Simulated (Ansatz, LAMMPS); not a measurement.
**What do other settings change for aqueous Li+ and Br-, 2.6 mol of salt per kg of water at 280 K (201 atoms)?**

Density of this cell: 1.15 g/cm³. The cell holds 201 atoms: 65 O, 130 H, 3 Li and 3 Br. Cell: a = 12.746 Å, b = 12.746 Å, c = 12.746 Å, α = 90.0°, β = 90.0°, γ = 90.0°. 65 H2O, 3 Li+, 3 Br- placed at random, at 1.15 g/cm³; overlaps pushed apart, then 10 ps at 420 K with Joung-Cheatham ions (J. Phys. Chem. B 112, 9020 (2008)); SPC/E water (Berendsen, Grigera and Straatsma, J. Phys. Chem. 91, 6269 (1987)). Snapshot after 20 ps at 280 K and fixed volume.

Geometry: as built.

Reference run: Kohn-Sham DFT, PBE+D4, PAW (set soft_2), plane waves (Ansatz 0.2.0), cutoff 750 eV, Γ point, fixed occupations.

* r.m.s. force component: 0.5443 eV/Å
* gap (highest filled to lowest empty level): 4.074 eV
* SCF cycles: 9
* time: 23 s on 8 threads of Intel Xeon Platinum 8259CL at 2.50GHz (Skylake/Cascade Lake), shared host

**Question.** The same geometry is run again with each of these changes. How far do the results move, and how long does each run take?
- support functions medium
- support functions low
- support functions high
- support functions medium, radius 3.31 Å
- support functions medium, radius 3.58 Å
- support functions medium, radius 3.82 Å
- support functions medium, radius 4.09 Å
- support functions medium, radius 4.6 Å
- support functions medium, radius 5.11 Å

Each row is set against the run with plane waves at 750 eV (Kohn-Sham DFT, PBE+D4, PAW (set soft_2), plane waves; r.m.s. force component 0.544 eV/Å). Energies are set beside the reference only for runs with its functional, potentials and electron count. Times are for 8 threads of Intel Xeon Platinum 8259CL at 2.50GHz (Skylake/Cascade Lake), shared host.

```tsv
run	Δ force, r.m.s. (meV/Å)	share of r.m.s. force (%)	Δ energy (meV/atom)	Δ gap (eV)	cycles	time	host memory (GiB)
reference	-	-	-	-	9	23 s	6.2
support functions medium	1.90	0.350	-0.714	-8.0e-4	13	85 s	4.8
support functions low	2.13	0.391	-0.709	-9.0e-4	11	68 s	4.7
support functions high	1.80	0.332	-0.791	1.0e-4	17	5.3 min	13
support functions medium, radius 3.31 Å	1.94	0.356	-0.714	-9.0e-4	13	75 s	4.6
support functions medium, radius 3.58 Å	1.90	0.348	-0.714	-6.0e-4	13	84 s	5.0
support functions medium, radius 3.82 Å	1.84	0.339	-0.714	-6.0e-4	13	1.9 min	5.3
support functions medium, radius 4.09 Å	1.88	0.345	-0.714	-7.0e-4	12	2.2 min	5.9
support functions medium, radius 4.6 Å	1.83	0.336	-0.714	-4.0e-4	13	3.1 min	7.2
support functions medium, radius 5.11 Å	1.85	0.340	-0.714	-3.0e-4	13	4.4 min	9.0
```

Among numerical settings the force difference runs from 1.8 meV/Å (support functions high) to 2.1 meV/Å (support functions low). At 201 atoms the fastest of the runs at a preset level, support functions low, takes 2.9 times the time of plane waves, in 11 SCF cycles against 9. Differences between support functions and plane waves include what basis error the plane-wave run still has. As the radius goes from 3.31 to 5.11 Å, the force difference goes from 1.9 to 1.9 meV/Å, and the time from 75 s to 4.4 min. 

[Logs are printed without paths, hosts, clocks, repeated set-up lines and the standing remarks that a program may print on its own settings, such as how far it seeks lower states.]

[Hosts, paths, dates, database ids (printed as entryN), source tags and the programs' standing remarks are cut or masked in the printed files.]
